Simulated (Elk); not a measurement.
An input for Elk 11.2.3 (patched build) (BaLiF3 (Pm-3m)):

```
tasks
  185
  186
  187

xctype
  3

rgkmax
  8.5

gmaxvr
  18.0

lmaxapw
  10

lmaxo
  8

nxlo
  2

lorbcnd
  .true.

autolinengy
  .true.

tshift
  .false.

ngridk
  4 4 4

vkloff
  0.05 0.15 0.25

nempty
  10

swidth
  0.00551

scissor
  0.06268

gmaxrf
  2.5

wplot
  345 100 0
  0.0 0.6346

optcomp
  1 1
  2 2
  3 3

nvbse
  4

ncbse
  4

hxbse
  .false.

sppath
  './'

avec
  7.5373269253 0.0000000000 0.0000000000
  0.0000000000 7.5373269253 0.0000000000
  0.0000000000 0.0000000000 7.5373269253

atoms
  3
  'Ba.in'
  1
  0.0000000000 0.0000000000 0.0000000000
  'Li.in'
  1
  0.5000000000 0.5000000000 0.5000000000
  'F.in'
  3
  0.0000000000 0.5000000000 0.5000000000
  0.5000000000 0.5000000000 0.0000000000
  0.5000000000 0.0000000000 0.5000000000
```

```sh
OMP_NUM_THREADS=4 elk > log
```

Q: Estimate wall time and host memory on 4 threads of Arm Neoverse V1, shared host.

It took 2.1 min; on shared hardware allow 62 s to 4.2 min. Peak host memory was 0.29 GiB.

The kernel grows as the square of the matrix size, and full diagonalisation as its cube.

[Paths, hosts, dates, memory and timing lines, banners, echoed tables and standing remarks are left out of the program output.]

[Logs are printed without paths, hosts, clocks, repeated set-up lines and the standing remarks that a program may print on its own settings, such as how far it seeks lower states.]

[Runs of the session that timed out or met a known fault of the program may be left out.]

[Hosts, paths, dates, database ids (printed as entryN), source tags and the programs' standing remarks are cut or masked in the printed files.]
